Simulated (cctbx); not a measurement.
## Resonant diffraction in Pr3AgPbS7

Space group P6_3 (no. 173), a = 10.4220 Å, b = 10.4220 Å, c = 6.1070 Å, α = 90.00°, β = 90.00°, γ = 120.00°.

| atom | mult. | x | y | z | Ueq (Å²) |
| --- | --- | --- | --- | --- | --- |
| Pb1 | 2 | 1/3 | 2/3 | 0.3323 | 0.0068 |
| Pr1 | 6 | 0.6395 | 0.7696 | 0.7436 | 0.0063 |
| Ag1 | 2 | 0 | 0 | 0.7270 | 0.0091 |
| S1 | 6 | 0.4777 | 0.8886 | 0.4891 | 0.0132 |
| S2 | 6 | 0.8436 | 0.0905 | 0.7259 | 0.0115 |
| S3 | 2 | 1/3 | 2/3 | 0.9520 | 0.0105 |

The model is made up (kin elements in a known structure type, no relaxation), so it says nothing on whether the phase exists.

Calculated with cctbx: free-atom f′ and f″ from the Sasaki tables, no fine structure; amplitudes in electrons.

How do |F(hkl)| and |F(−h−k−l)| change across the Pr L3 edge?

```text
E (eV)    f'(Pr)   f''           |F|0 2 1        |F|1 2 1        |F|0 3 1        |F|0 2 0
   5364   -8.10   4.19      244.2/ 254.7     82.7/ 103.6    123.9/ 123.6     94.4/  94.4
   5714  -10.14   3.79      236.2/ 245.2     83.9/ 103.1    121.0/ 120.5     89.0/  89.0
   5844  -11.82   3.65      229.4/ 237.7     84.5/ 103.1    118.7/ 118.0     84.9/  84.9
   5904  -13.37   3.59      223.1/ 230.8     84.9/ 103.2    116.6/ 115.7     81.1/  81.1
   5934  -14.91   3.56      216.8/ 224.0     85.2/ 103.4    114.5/ 113.5     77.4/  77.4
   5949  -16.43   3.55      210.7/ 217.3     85.5/ 103.6    112.4/ 111.2     73.7/  73.7
   5956  -17.77   3.54      205.2/ 211.4     85.8/ 103.8    110.6/ 109.3     70.5/  70.5
   5960  -19.17   3.54      199.6/ 205.2     86.0/ 104.0    108.8/ 107.2     67.1/  67.1
   5968  -19.95  10.70      211.8/ 201.1     86.1/ 103.7    113.9/ 102.8     69.5/  69.5
   5972  -18.14  10.68      218.5/ 209.1     85.8/ 103.4    116.2/ 105.5     73.6/  73.6
   5979  -16.59  10.66      224.3/ 215.9     85.5/ 103.2    118.1/ 107.8     77.0/  77.0
   5994  -14.94  10.60      230.5/ 223.1     85.3/ 102.8    120.2/ 110.3     80.8/  80.8
   6024  -13.38  10.48      236.3/ 229.9     85.1/ 102.5    122.1/ 112.7     84.3/  84.3
   6114  -11.37  10.15      243.5/ 238.5     84.9/ 102.0    124.4/ 115.7     88.7/  88.7
   6364  -10.78   9.40      244.7/ 240.5     85.1/ 101.4    124.6/ 116.7     89.5/  89.5
```

The edge is at 5964 eV. f′ of Pr falls from -11.8 e at 5844 eV to -19.2 e at 4 eV below it, and f″ steps from 3.54 to 10.68 e across it. Over that approach |F| changes by -13 % (0 2 1), +2 % (1 2 1), -8 % (0 3 1) and -21 % (0 2 0): a reflection falls where Pr scatters in phase with the total and rises where it scatters against it; it hardly moves where the Pr term is small or cancels by symmetry or lies in quadrature to the total. The f″ term interferes with the normal scattering with opposite sign for the two Friedel mates. The largest Friedel difference in the scan is 22.4 % of the mean (1 2 1, at 5364 eV).

[Logs are printed without paths, hosts, clocks, repeated set-up lines and the standing remarks that a program may print on its own settings, such as how far it seeks lower states.]
